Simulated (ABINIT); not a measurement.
# Converging GW for AgCl (Fm-3m) in ABINIT, part 2 of 2

Wanted: a converged G0W0 gap of AgCl (Fm-3m), or an estimate of the limit.

ABINIT 10.8.3; PBE and many-body steps on it, plane waves. Known limits of the many-body steps: not at the basis limit; d shell near the gap, gap tends to lie low; no spin-orbit coupling; coarse k mesh.

So far. Step 3 (Screening, 6×6×6 mesh, 62 bands, screening to 114.3 eV): Local fields lower ε∞ by 8 %. Step 4 (62 bands, 114.3 eV): The gap on the mesh goes from 0.92 eV to 2.11 eV, a correction of +1.19 eV.

### Step 6. 173 bands, 212.2 eV

This step: G0W0 on PBE, plane waves, norm-conserving pseudopotentials.

run.abi

```
acell 3*1.0 Angstrom
rprim 
  0.000000000000 2.798500000000 2.798500000000
  2.798500000000 0.000000000000 2.798500000000
  2.798500000000 2.798500000000 -0.000000000000
ntypat 2
znucl 47 17
natom 2
typat 1 2
xred 
  0.000000000000 0.000000000000 0.000000000000
  0.500000000000 0.500000000000 0.500000000000
pp_dirpath "pseudos"
pseudos "Ag.upf, Cl.upf"
ecut 37
ngkpt 6 6 6
nshiftk 1
shiftk 0 0 0
kptopt 1
chksymbreak 0
istwfk *1
occopt 1
irdwfk 1
optdriver 4
nband 173
gwcalctyp 0
ecutsigx 37
symsigma 1
nkptgw 2
kptgw 
  0.5000000000 0.0000000000 0.0000000000
  0.0000000000 0.0000000000 0.0000000000
bdgw 
  12 15
  11 17
ecuteps 7.8
irdscr 1
ppmodel 1
indata_prefix "in"
outdata_prefix "out"
tmpdata_prefix "tmp"
```

Started as:

```sh
OMP_NUM_THREADS=1 mpirun -n 8 abinit run.abi > log
```

Output:

```text
.Version 10.8.3 of ABINIT. v10.8.2 released Aug 2026.

 Symmetries : space group Fm -3 m (#225); Bravais cF (face-center cubic)
[... echo of the input left out ...]
== DATASET  1 ==================================================================
-   mpi_nproc: 8, omp_nthreads: 1 (-1 if OMP is not activated)

--- !DatasetInfo
iteration_state: {dtset: 1, }
dimensions: {natom: 2, nkpt: 16, mband: 173, nsppol: 1, nspinor: 1, nspden: 1, mpw: 3218, }
cutoff_energies: {ecut:  37.0, pawecutdg:  -1.0, }
electrons: {nelect:   2.60000000E+01, charge:   0.00000000E+00, occopt:   1.00000000E+00, tsmear:   1.00000000E-02, }

 SIGMA: Calculation of the GW corrections

 Based on a program developped by R.W. Godby, V. Olevano, G. Onida, and L. Reining.
 Incorporated in ABINIT by V. Olevano, G.-M. Rignanese, and M. Torrent.
.Using double precision arithmetic ; gwpc =  8

[... cell and pseudopotentials left out ...]
--------------------------------------------------------------------------------

 ==== K-mesh for the wavefunctions ====
 Number of points in the irreducible wedge :    16
[... list of points left out ...]
 Together with 48 symmetry operations and time-reversal symmetry
 yields   216 points in the full Brillouin Zone.

 ==== Q-mesh for screening function ====
 Number of points in the irreducible wedge :    16
[... list of points left out ...]
 Together with 48 symmetry operations and time-reversal symmetry
 yields   216 points in the full Brillouin Zone.

 vcoul_init : cutoff-mode = AUXILIARY_FUNCTION
 q-points for optical limit:   1
     1)      0.000010    0.000020    0.000030
 setmesh: FFT mesh size selected  =    45x   45x   45
          total number of points  =        91125

 Number of electrons calculated from density =   26.0000; Expected =   26.0000
[...]
number of omega for Sigma on real axis              0
 max omega for Sigma on real axis  [eV]           0.00
 zcut for avoiding poles [eV]                     0.10

 EPSILON^-1 parameters (SCR file):
 dimension of the eps^-1 matrix on file            331
 dimension of the eps^-1 matrix used               331
 number of plane-waves for wavefunctions          3143
 number of bands                                   173
 number of q-points in IBZ                          16
 number of frequencies                               2
 number of real frequencies                          1
 number of imag frequencies                          1

 matrix elements of self-energy operator (all in [eV])

 Perturbative Calculation

--- !SelfEnergy_ee
iteration_state: {dtset: 1, }
kpoint     : [   0.500,    0.000,    0.000, ]
spin       : 1
KS_gap     :    4.314
QP_gap     :    5.511
Delta_QP_KS:    1.198
data: !SigmaeeData |
     Band     E0 <VxcDFT>   SigX SigC(E0)      Z dSigC/dE  Sig(E)    E-E0       E
       12   4.308 -21.438 -26.414   3.626   0.794  -0.259 -22.510  -1.072   3.235
       13   4.308 -21.438 -26.414   3.626   0.794  -0.259 -22.510  -1.072   3.235
       14   8.621  -8.967  -4.827  -3.991   0.837  -0.195  -8.842   0.125   8.747
[...]
--- !SelfEnergy_ee
iteration_state: {dtset: 1, }
kpoint     : [   0.000,    0.000,    0.000, ]
spin       : 1
KS_gap     :    3.124
QP_gap     :    4.655
Delta_QP_KS:    1.531
data: !SigmaeeData |
     Band     E0 <VxcDFT>   SigX SigC(E0)      Z dSigC/dE  Sig(E)    E-E0       E
[...]
16  15.026 -12.073  -6.782  -4.521   0.821  -0.219 -11.441   0.632  15.658
       17  15.026 -12.073  -6.782  -4.521   0.821  -0.219 -11.441   0.632  15.658

== END DATASET(S) ==============================================================
================================================================================

 -outvars: echo values of variables after computation  --------
           etotal      0.0000000000E+00
            nband         173
             nkpt          16
          spgroup         225
 [... the other variables as echoed above ...]

 Calculation completed.
```

Run time: 31 s. Hardware: 8 MPI ranks of Arm Neoverse V1, shared host; peak memory 3.1 GiB.

This step gave:

```yaml
g0w0_gap_on_the_points_computed: 2.213 eV
starting_gap_on_the_mesh: 0.9214 eV
k_of_the_valence_top: 0.5, 0, 0
k_of_the_conduction_bottom: 0, 0, 0
z_at_the_valence_top: 0.794
z_at_the_conduction_bottom: 0.83
least_direct_g0w0_gap_on_the_computed_points: 4.655 eV
```

Against G0W0 in ABINIT (6×6×6 mesh, 62 bands, screening to 114.3 eV, Godby-Needs plasmon pole), the gap moves by +0.106 eV.

### Step 7. Screening, 6×6×6 mesh, 406 bands, screening to 326.5 eV

This step: RPA screening on PBE, plane waves, norm-conserving pseudopotentials.

run.abi, as its differences from that of step 6:

```diff
@@ -23,17 +23,8 @@
 irdwfk 1
-optdriver 4
-nband 173
-gwcalctyp 0
-ecutsigx 37
-symsigma 1
-nkptgw 2
-kptgw 
-  0.5000000000 0.0000000000 0.0000000000
-  0.0000000000 0.0000000000 0.0000000000
-bdgw 
-  12 15
-  11 17
-ecuteps 7.8
-irdscr 1
-ppmodel 1
+optdriver 3
+nband 406
+ecuteps 12
+inclvkb 2
+awtr 1
+symchi 1
 indata_prefix "in"
```

Output:

```text
.Version 10.8.3 of ABINIT. v10.8.2 released Aug 2026.

 Symmetries : space group Fm -3 m (#225); Bravais cF (face-center cubic)
[... echo of the input left out ...]
== DATASET  1 ==================================================================
-   mpi_nproc: 8, omp_nthreads: 1 (-1 if OMP is not activated)

--- !DatasetInfo
iteration_state: {dtset: 1, }
dimensions: {natom: 2, nkpt: 16, mband: 406, nsppol: 1, nspinor: 1, nspden: 1, mpw: 3218, }
cutoff_energies: {ecut:  37.0, pawecutdg:  -1.0, }
[...]
--------------------------------------------------------------------------------
[... chi0 elements left out ...]
 For q-point:  0.000010 0.000020 0.000030
  dielectric constant =   4.8470
  dielectric constant without local fields =   5.3140

  Average fulfillment of the sum rule on Im[epsilon] for q-point    1 :     92.63  [%]
[... wings left out ...]
  q-point number  2        q = ( 0.166667, 0.000000, 0.000000) [r.l.u.]
--------------------------------------------------------------------------------
[... chi0 elements left out ...]
  Average fulfillment of the sum rule on Im[epsilon] for q-point    2 :     97.03  [%]

 [... 14 further q-points ...]
```

Wall time 28 min (8 MPI ranks); peak memory 8.1 GiB; 3.7 h of CPU time.

This step gave:

```yaml
eps_infinity_with_local_fields_on_this_mesh_along_the_program_s_q_direction: 4.847
the_same_without_local_fields: 5.314
plasma_frequency: 28.60 eV
plane_waves_in_the_screening_matrix: 609
```

### Step 8. 406 bands, 326.5 eV

This step: G0W0 on PBE, plane waves, norm-conserving pseudopotentials.

run.abi, as its differences from that of step 7:

```diff
@@ -23,8 +23,17 @@
 irdwfk 1
-optdriver 3
+optdriver 4
 nband 406
+gwcalctyp 0
+ecutsigx 37
+symsigma 1
+nkptgw 2
+kptgw 
+  0.5000000000 0.0000000000 0.0000000000
+  0.0000000000 0.0000000000 0.0000000000
+bdgw 
+  12 15
+  11 17
 ecuteps 12
-inclvkb 2
-awtr 1
-symchi 1
+irdscr 1
+ppmodel 1
 indata_prefix "in"
```

Output:

```text
.Version 10.8.3 of ABINIT. v10.8.2 released Aug 2026.

 Symmetries : space group Fm -3 m (#225); Bravais cF (face-center cubic)
[... echo of the input left out ...]
== DATASET  1 ==================================================================
-   mpi_nproc: 8, omp_nthreads: 1 (-1 if OMP is not activated)

--- !DatasetInfo
iteration_state: {dtset: 1, }
dimensions: {natom: 2, nkpt: 16, mband: 406, nsppol: 1, nspinor: 1, nspden: 1, mpw: 3218, }
cutoff_energies: {ecut:  37.0, pawecutdg:  -1.0, }
[...]
Band     E0 <VxcDFT>   SigX SigC(E0)      Z dSigC/dE  Sig(E)    E-E0       E
[...]
16  15.026 -12.073  -6.782  -4.653   0.820  -0.219 -11.550   0.523  15.550
       17  15.026 -12.073  -6.782  -4.653   0.820  -0.219 -11.550   0.523  15.550

== END DATASET(S) ==============================================================
================================================================================

 -outvars: echo values of variables after computation  --------
           etotal      0.0000000000E+00
            nband         406
             nkpt          16
          spgroup         225
 [... the other variables as echoed above ...]

 Calculation completed.
```

It took 3.6 min on 8 MPI ranks; peak memory 8.9 GiB.

This step gave:

```
G0W0 gap on the points computed              : 2.335 eV
starting gap on the mesh                     : 0.9214 eV
k of the valence top                         : 0.5, 0, 0
k of the conduction bottom                   : 0, 0, 0
least direct G0W0 gap on the computed points : 4.758 eV
```

Against G0W0 in ABINIT (6×6×6 mesh, 173 bands, screening to 212.2 eV, Godby-Needs plasmon pole), the gap moves by +0.122 eV.

### Step 9. Side by side

Times are wall times on 8 MPI ranks of Arm Neoverse V1, shared host, good to a factor of about two. A run's time includes the screening step that it read.

```csv
run,mesh,bands,screening cutoff (eV),DFT gap (eV),gap on the mesh (eV),direct (eV),ε∞ used,time
"62 bands, 114.3 eV",6×6×6,62,114.3,0.921,2.107,4.500,4.87,49 s
"173 bands, 212.2 eV",6×6×6,173,212.2,0.921,2.213,4.655,4.85,4.6 min
"406 bands, 326.5 eV",6×6×6,406,326.5,0.921,2.335,4.758,4.85,31 min
```

### Step 10. Summary of results

| Quantity | Value |
| --- | --- |
| 62 bands, 114.3 eV | 2.107 eV |
| 173 bands, 212.2 eV | 2.213 eV |
| 406 bands, 326.5 eV | 2.335 eV |
| known limits | not at the basis limit; d shell near the gap, gap tends to lie low; no spin-orbit coupling; coarse k mesh |

What this shows: From the first rung to the last the gap moves by +0.23 eV for 39 times the time. The steps are not yet shrinking, so no limit is drawn. In the first G0W0 run levels were corrected at 2 k points alone, so a gap called «on the mesh» is the least over those, and an edge elsewhere would be missed. The 6×6×6 mesh is coarse for this cell, which bears on the long-range parts of exchange and screening. A d shell, filled or nearly so, lies near the gap. One-shot GW converges very slowly in bands there, not always from below, and on a semilocal start the gap tends to come out low; starts rich in exact exchange can overshoot instead. The many-body steps are scalar-relativistic: spin-orbit coupling is not in them.

[Paths, hosts, dates, memory and timing lines, banners, echoed tables and standing remarks are left out of the program output.]

[Logs are printed without paths, hosts, clocks, repeated set-up lines and the standing remarks that a program may print on its own settings, such as how far it seeks lower states.]

[Runs of the session that timed out or met a known fault of the program may be left out.]

[No measured gap is set beside runs whose start may be inverted or whose files or cutoffs have a known fault.]

[Hosts, paths, dates, database ids (printed as entryN), source tags and the programs' standing remarks are cut or masked in the printed files.]

[G0W0 gaps are taken among the corrected bands and points alone; a level outside them can change the order at an edge.]

[Where Ansatz stands beside ABINIT at settings called matched, ABINIT's density can come from a denser mesh and the files from another edition; pairs whose starting gaps differed by over 0.03 eV were left out, so agreement reads better than it is.]
